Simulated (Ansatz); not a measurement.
# In2S (model cell, started as antifluorite): a soft mode frozen in

Wanted: the energy along a soft mode of In2S (model cell, started as antifluorite) and the structure at the end.

Method: DFT PBEsol, scalar-relativistic, plane waves, PAW, in Ansatz 0.2.0.

This is a report of a sequence of runs, with most program output left out.

The structure was built from a prototype and need not be the compound's stable phase.

## 1. The starting structure

It takes space group Fm-3m (No. 225, cubic). The conventional cell has a = 6.978 Å, b = 6.978 Å, c = 6.978 Å, α = 90.00°, β = 90.00°, γ = 90.00°. Nearest to S lie 8 In at 3.02 Å. Nearest to In lie 4 S at 3.02 Å. Farther neighbours and most contacts between anions are not listed.

## 2. Phonons on a q mesh

The cell comes from relaxations at this level that are not shown. Stability and thermal properties need the whole zone. Linear response on a 2×2×2 q mesh gives force constants as far as a supercell of that size would.

Input file input.yaml:

```yaml
crystal:
  lattice:
    - [0.0, 3.4890740757, 3.4890740757]
    - [3.4890740757, 0.0, 3.4890740757]
    - [3.4890740757, 3.4890740757, 0.0]
  atoms:
    - { symbol: S, position: [0.0, 0.0, 0.0] }
    - { symbol: In, position: [0.25, 0.25, 0.25] }
    - { symbol: In, position: [0.75, 0.75, 0.75] }
kpoints:
  mp_grid: { grid: [10, 10, 10] }
hamiltonian:
  xc: pbesol
scf:
  occupations: { method: methfessel_paxton, width: 0.15 }
output:
  eigenvalues: true
phonons:
  method: dfpt
  qmesh: [2, 2, 2]
  temperatures: { t_max: 1000, t_step: 50 }
  qpath:
    path:
      - [[0.0, 0.0, 0.0], [0.5, 0.0, 0.5], [0.625, 0.25, 0.625]]
      - [[0.375, 0.375, 0.75], [0.0, 0.0, 0.0], [0.5, 0.5, 0.5], [0.5, 0.25, 0.75], [0.5, 0.0, 0.5]]
    npoints: 10
```

Started as:

```sh
$ ansatz run input.yaml --threads 4 --pin off --max-ram 7168MiB --backend cpu --events-out ev --progress --plain --runs-dir out
```

It took 48 s on 4 threads of Intel Xeon 6975P-C (Granite Rapids), shared host; peak memory 1.5 GiB; 2.9 min of CPU time.

Numbers from this step:

```
volume per atom                                         : 28.32 Å³
gap on the k-mesh                                       : 0 eV
sum-rule residual before enforcement                    : 4.20e-5 eV/Å²
lowest frequency on the path                            : -131.3 cm⁻¹
point group                                             : m-3m
highest frequency on the path or at a solved wavevector : 119.8 cm⁻¹
highest optical mode at the zone centre (no LO-TO term) : 119.8 cm⁻¹
lowest optical zone-centre mode                         : 80.55 cm⁻¹
lowest mode on the q mesh (acoustic modes at Γ apart)   : -131.3 cm⁻¹
```

Frequencies (cm⁻¹) solved at each irreducible wavevector; negative means imaginary. Frequencies by wavevector, by row:

```tsv
q in reciprocal lattice units	star	mode 1	mode 2	mode 3	mode 4	mode 5	mode 6	mode 7	mode 8	mode 9
0 0 0	1	0	0	0	80.5	80.5	80.5	119.8	119.8	119.8
0 0 -0.5	4	-119.6	-52.2	-52.2	61.8	61.8	70.7	78.7	101.1	101.1
0 -0.5 -0.5	3	-131.3	-131.3	34.5	39.4	39.4	59.4	84.7	101	101
```

Interpolated from a 2×2×2 q mesh. Phonon branches along the path, in cm⁻¹:

```tsv
point	branch 1	branch 2	branch 3	branch 4	branch 5	branch 6	branch 7	branch 8	branch 9
Γ	0	0	0	80	80	80	120	120	120
halfway	-71	-71	48	51	51	62	102	102	102
X	-131	-131	35	39	39	59	85	101	101
halfway	-131	-126	8	35	42	64	85	99	100
U	-128	-109	-55	35	47	72	87	93	98
jump to K	-128	-109	-55	35	47	72	87	93	98
halfway	-65	-62	-29	49	61	70	96	97	107
Γ	0	0	0	80	80	80	120	120	120
halfway	-56	-26	-26	55	71	71	94	108	108
L	-120	-52	-52	62	62	71	79	101	101
halfway	-120	-77	-70	44	53	80	81	93	98
W	-130	-88	-88	32	43	84	84	88	98
halfway	-130	-120	-35	33	42	68	86	96	100
X	-131	-131	35	39	39	59	85	101	101
```

Symmetry leaves 3 wavevectors to solve. The lowest mode among them, the acoustic zeros apart, lies at q = (0, -0.5, -0.5) and is imaginary, 131.3i cm⁻¹, so the energy falls along it.

## 3. The mode frozen in, largest atomic shift 0 Å

The mode followed lies at q = (0, -0.5, -0.5) with frequency 131.3i cm⁻¹ and is 2-fold degenerate, the softest among the wavevectors solved. At small amplitude the distorted cell has space group no. 11 by a symmetry search on the positions. The undistorted cell that holds it gives the zero of energy on the same k mesh.

System of this step: In2S (model cell, started as antifluorite). Symmetry: Fm-3m, No. 225, cubic system. Conventional cell: a = 6.978 Å, b = 6.978 Å, c = 6.978 Å, α = 90.00°, β = 90.00°, γ = 90.00°. Nearest to S lie 8 In at 3.02 Å. Nearest to In lie 4 S at 3.02 Å. Farther neighbours and most contacts between anions are not listed.

Input file input.yaml:

```yaml
crystal:
  lattice:
    - [0.0, -3.4890740757, -3.4890740757]
    - [0.0, 3.4890740757, -3.4890740757]
    - [6.9781481514, 0.0, 0.0]
  atoms:
    - { symbol: S, position: [0.5, 0.5, 0.5] }
    - { symbol: S, position: [0.0, 0.0, 0.0] }
    - { symbol: In, position: [0.0, 0.5, 0.75] }
    - { symbol: In, position: [0.5, 0.0, 0.25] }
    - { symbol: In, position: [1.0, 0.5, 0.25] }
    - { symbol: In, position: [0.5, 0.0, 0.75] }
kpoints:
  mp_grid: { grid: [6, 6, 6] }
hamiltonian:
  xc: pbesol
scf:
  occupations: { method: methfessel_paxton, width: 0.15 }
output:
  forces: true
  stress: true
  eigenvalues: true
```

The job ended after 2.6 s (4 threads; peak memory 0.63 GiB; 8.9 s of CPU time).

This step gave:

* pressure: 0.03238 GPa
* energy from the undistorted cell: 0 meV/atom

The run ends at a pressure of 0.03 GPa.

## 4. The mode frozen in, largest atomic shift 0.6 Å

The atoms are moved along the unstable eigenvector, the largest shift by 0.6 Å, with the cell fixed.

input.yaml, the sections that differ from step 3:

```yaml
crystal:
  lattice:
    - [0.0, -3.4890740757, -3.4890740757]
    - [0.0, 3.4890740757, -3.4890740757]
    - [6.9781481514, 0.0, 0.0]
  atoms:
    - { symbol: S, position: [0.5710905308, 0.5986518367, 0.5] }
    - { symbol: S, position: [-0.0710905308, -0.0986518367, 0.0] }
    - { symbol: In, position: [0.0091289624, 0.4873318022, 0.75] }
    - { symbol: In, position: [0.4908710376, 0.0126681978, 0.25] }
    - { symbol: In, position: [1.0091289624, 0.4873318022, 0.25] }
    - { symbol: In, position: [0.4908710376, 0.0126681978, 0.75] }
# kpoints, hamiltonian, scf, output: as in step 3
```

Elapsed: 5.2 s, on 4 threads; peak memory 0.78 GiB; 19 s of CPU time.

This step gave:

```
pressure                         : -0.1976 GPa
energy from the undistorted cell : -72.21 meV/atom
```

The energy, extrapolated to zero smearing, is -72.21 meV/atom against the undistorted cell.

The run ends at a pressure of -0.20 GPa, with forces up to 0.48 eV/Å.

## 5. Energy along the mode, all amplitudes (two of the runs are shown above)

An imaginary frequency means negative curvature, so the energy should fall and then rise again as anharmonic terms take over.

This step gave:

```yaml
depth_at_the_lowest_point_sampled: 72.21 meV/atom
largest_atomic_shift_at_that_point: 0.6 Å
```

Table of energy from the parent by largest atomic shift:

```tsv
largest atomic shift (Å)	energy from the parent (meV/atom)
0.000	0
0.040	-0.601
0.080	-2.39
0.140	-7.10
0.220	-16.3
0.320	-30.9
0.450	-51.9
0.600	-72.2
```

Displacement at unit largest shift by atom:

```tsv
atom	x (Å)	y (Å)	z (Å)	size
S1	0.000	0.160	-0.987	1.000
S2	0.000	-0.160	0.987	1.000
In3	0.000	-0.127	0.021	0.129
In4	0.000	0.127	-0.021	0.129
In5	0.000	-0.127	0.021	0.129
In6	0.000	0.127	-0.021	0.129
```

The lowest of the steps tried is the last one, at 0.6 Å, 72.2 meV/atom below the parent; the bottom of the well need not coincide with a step.

## 6. Relaxing from the distorted cell

Starting from the lowest point found, all atoms and the cell are let go, so that strain and other modes of the same symmetry can join in.

Changes to input.yaml since step 4:

```diff
@@ -22 +22,6 @@
   eigenvalues: true
+relax:
+  adjacent_minimum: "off"
+  f_tol: 0.002
+  max_steps: 120
+  cell: { stress_tol: 0.03 }
```

Elapsed: 2.4 min, on 4 threads; peak memory 0.84 GiB.

Relaxation path (22 of 25):

```tsv
step	energy less that of the first step (eV)	largest force component (eV/Å)	pressure (GPa)	volume (Å³)
1	0.0000	0.4058	-0.20	169.90
2	-0.2604	0.3897	-1.20	165.78
3	-0.4211	0.5510	-0.89	161.97
4	-0.5716	0.2513	-0.07	159.43
6	-0.7618	0.0611	0.65	157.23
7	-0.7752	0.0766	0.14	158.35
8	-0.7850	0.0226	-0.15	159.64
9	-0.7844	0.0403	0.28	158.13
10	-0.7860	0.0023	-0.01	159.11
11	-0.7862	0.0044	-0.02	159.05
12	-0.7863	0.0002	0.00	159.00
14	-0.7936	0.0082	0.04	158.96
15	-0.7942	0.0284	-0.18	159.80
16	-0.8004	0.0283	-0.03	159.03
17	-0.8511	0.1291	0.01	157.53
18	-0.8462	0.2174	0.84	150.79
19	-0.9197	0.0352	-0.30	155.16
20	-0.9292	0.0508	-0.09	153.38
22	-0.9376	0.0042	0.09	153.48
23	-0.9376	0.0068	-0.06	153.96
24	-0.9377	0.0009	0.00	153.84
25*	-0.9378	0.0010	-0.01	153.84
```

Relaxation steps marked * repeat the geometry before them on a plane-wave basis chosen anew for their cell, so energy and pressure can jump there. Other such steps can lie between the rows shown. Relaxation steps 9, 18, 21 were tried and not accepted.

The run keeps the 4 symmetry operations that it works with, so distortions that break them were not tested.

```tsv
cell as run	before	after	change
a (Å)	4.934	3.710	-24.8 %
b (Å)	4.934	6.204	+25.7 %
c (Å)	6.978	6.685	-4.2 %
γ (°)	90.00	89.99	-0.0 %
volume (Å³/atom)	28.32	25.64	-9.5 %
```

The atoms that moved most (Å, as changes of fractional coordinates times the final cell):

```tsv
atom	dx	dy	dz	length
S2	0.000	-0.416	0.042	0.418
S1	0.000	0.416	-0.042	0.418
In6	-0.078	0.083	-0.131	0.174
In5	-0.078	-0.083	0.131	0.174
In4	0.078	0.083	-0.131	0.174
In3	0.078	-0.083	0.131	0.174
```

This step gave:

```yaml
pressure: -0.005457 GPa
volume_per_atom: 25.64 Å³
```

The distorted start has space group P2_1/m; the relaxation ends in Pmmn.

## 7. The new phase in its own primitive cell

The relaxed structure is symmetrised, reduced to its primitive cell and relaxed tightly, as its phonons need.

Input file input.yaml:

```yaml
crystal:
  lattice:
    - [3.7097118985, 0.0, 0.0]
    - [0.0, 6.6847420018, 0.0]
    - [0.0, 0.0, 6.2037325631]
  atoms:
    - { symbol: S, position: [0.0, 0.5, 0.0991713091] }
    - { symbol: S, position: [0.5, 0.0, 0.9008286909] }
    - { symbol: In, position: [0.5, 0.7617263728, 0.2870692914] }
    - { symbol: In, position: [0.0, 0.2617263728, 0.7129307086] }
    - { symbol: In, position: [0.5, 0.2382736272, 0.2870692914] }
    - { symbol: In, position: [0.0, 0.7382736272, 0.7129307086] }
kpoints:
  mp_grid: { grid: [8, 6, 6] }
hamiltonian:
  xc: pbesol
scf:
  occupations: { method: methfessel_paxton, width: 0.15 }
output:
  forces: true
  stress: true
  eigenvalues: true
relax:
  adjacent_minimum: "off"
  f_tol: 0.001
  max_steps: 60
  cell: { stress_tol: 0.01 }
```

The job ended after 32 s (4 threads; peak memory 0.79 GiB).

Relaxation path:

```tsv
step	energy less that of the first step (eV)	largest force component (eV/Å)	pressure (GPa)	volume (Å³)
1	0.0000	0.0401	0.02	153.84
2	-0.0065	0.0368	-0.01	154.06
3	-0.0078	0.0076	0.00	153.96
4	-0.0079	0.0006	0.00	153.92
5	-0.0079	0.0003	0.00	153.89
6*	-0.0080	0.0003	0.00	153.89
```

Relaxation steps marked * repeat the geometry before them on a plane-wave basis chosen anew for their cell, so energy and pressure can jump there.

The run keeps the 8 symmetry operations that it works with, so distortions that break them were not tested.

```tsv
conventional cell, symmetrised	before	after	change
a (Å)	3.710	3.652	-1.6 %
b (Å)	6.685	6.750	+1.0 %
c (Å)	6.204	6.243	+0.6 %
volume (Å³/atom)	25.64	25.65	+0.0 %
```

The atoms that moved most (Å, as changes of fractional coordinates times the final cell):

```tsv
atom	dx	dy	dz	length
In3	0.000	0.016	-0.018	0.024
In6	0.000	-0.016	0.018	0.024
In5	0.000	-0.016	-0.018	0.024
In4	0.000	0.016	0.018	0.024
S1	0.000	0.000	0.020	0.020
S2	0.000	0.000	-0.020	0.020
```

Final coordinates:

```xyz
6
Lattice="3.6521 0.0000 0.0000 0.0000 6.7497 0.0000 0.0000 0.0000 6.2430" Properties=species:S:1:pos:R:3 pbc="T T T"
S     0.0000    3.3749    0.6391
S     1.8260    0.0000    5.6039
In    1.8260    5.1578    1.7746
In    0.0000    1.7829    4.4684
In    1.8260    1.5920    1.7746
In    0.0000    4.9668    4.4684
```

Numbers from this step:

- pressure: -0.001122 GPa
- volume per atom: 25.65 Å³

The largest force component left is 0.31 meV/Å and the pressure is -0.001 GPa, within the tolerances set. The cell now holds 25.65 Å³/atom.

## 8. Modes of the new phase, k-mesh 8×6×6

A relaxed structure may still be a saddle point, so its zone-centre modes are computed. No field response is asked, since the mesh shows no gap.

Input file input.yaml:

```yaml
crystal:
  lattice:
    - [3.6520687148, 0.0, 0.0]
    - [0.0, 6.7497349414, 0.0]
    - [0.0, 0.0, 6.2430235818]
  atoms:
    - { symbol: S, position: [0.0, 0.5, 0.1023740454] }
    - { symbol: S, position: [0.5, 0.0, 0.8976259546] }
    - { symbol: In, position: [0.5, 0.7641417877, 0.2842544364] }
    - { symbol: In, position: [0.0, 0.2641417877, 0.7157455636] }
    - { symbol: In, position: [0.5, 0.2358582123, 0.2842544364] }
    - { symbol: In, position: [0.0, 0.7358582123, 0.7157455636] }
kpoints:
  mp_grid: { grid: [8, 6, 6] }
hamiltonian:
  xc: pbesol
scf:
  occupations: { method: methfessel_paxton, width: 0.15 }
output:
  eigenvalues: true
phonons:
  method: dfpt
```

Elapsed: 75 s, on 4 threads; peak memory 2.4 GiB; 4.4 min of CPU time.

Numbers from this step:

- sum-rule residual before enforcement: 2.90e-5 eV/Å²
- point group: mmm
- highest optical mode at the zone centre (no LO-TO term): 176.2 cm⁻¹
- lowest optical zone-centre mode: 21.06 cm⁻¹

Patterns of degenerate modes are one choice out of their space. Modes at Γ, with each element's share of the kinetic energy:

```tsv
mode	frequency (cm⁻¹)	symmetry	S %	In %
1	0.0	acoustic	12	88
2	0.0	acoustic	12	88
3	0.0	acoustic	12	88
4	21.1	B2u	2	98
5	32.3	B3g	1	99
6	43.8	Au	0	100
7	48.7	B2g	9	91
8	67.7	B1g	0	100
9	88.5	Ag	9	91
10	90.7	B3g	6	94
11	102.5	B2u	86	14
12	116.3	Ag	8	92
13	119.6	B1u	44	56
14	134.4	B1u	44	56
15	138.9	B3u	88	12
16	149.7	B2g	91	9
17	173.6	Ag	83	17
18	176.2	B3g	93	7
```

Displacements in mode 4 (21.1 cm⁻¹), the largest set to 1:
```
S1   0.00 -0.37  0.00
S2   0.00 -0.37  0.00
In3  0.00  0.05 -1.00
In4  0.00  0.05  1.00
In5  0.00  0.05  1.00
In6  0.00  0.05 -1.00
```

Displacements in mode 11 (102.5 cm⁻¹), the largest set to 1:
```
S1   0.00  1.00  0.00
S2   0.00  1.00  0.00
In3  0.00 -0.14 -0.06
In4  0.00 -0.14  0.06
In5  0.00 -0.14  0.06
In6  0.00 -0.14 -0.06
```

Before it was imposed, the acoustic sum rule was missed by 2.9e-5 eV/Å². Small misses are needed for a sound result but don't prove that mesh and cutoff are converged. The lowest optical mode is real, 21.1 cm⁻¹.

## 9. Results

* unstable mode of the parent: q = (0, -0.5, -0.5), 131i cm⁻¹
* depth at the lowest point sampled: 72.2 meV/atom
* largest atomic shift at that point: 0.6 Å
* space group reached (within 0.01 Å): Pmmn
* energy gained over the parent (first relaxation, on the mesh of the frozen mode): 229 meV/atom
* volume per atom, phase reached: 25.6 Å³
* lowest optical zone-centre mode, phase reached: 21.1 cm⁻¹
* highest optical mode at the zone centre (no LO-TO term), phase reached: 176 cm⁻¹

In words: Along this mode the structure falls into Pmmn, 229 meV/atom below the parent. At the parent's cell the well is 72.21 meV/atom deep on the steps tried, with its lowest point at a shift of 0.6 Å. That is the last step tried, so the steps alone don't bracket the bottom of the well. Relaxing atoms and cell changes the gain by +156.29 meV/atom against the lowest step (energies at zero smearing). Most of the total comes from this relaxation. The new phase has no imaginary mode at the zone centre of its cell; other wavevectors were not checked. Of the 4 patterns followed to their end from this parent, this one ends 55.6 meV/atom above the lowest, C2/m. Each path keeps the symmetry of its pattern, so a lower phase may lie along a pattern not tried. With no gap, or one that is small against the smearing, the frequencies hang on the k mesh and the smearing, most of all near Kohn anomalies. A phonon run warned that its eigensolver left some bands unconverged in a pass. The starting cell was built on a prototype and not taken from a measurement, so the phase need not exist.

[Logs are printed without paths, hosts, clocks, repeated set-up lines and the standing remarks that a program may print on its own settings, such as how far it seeks lower states.]

[Hosts, paths, dates, database ids (printed as entryN), source tags and the programs' standing remarks are cut or masked in the printed files.]
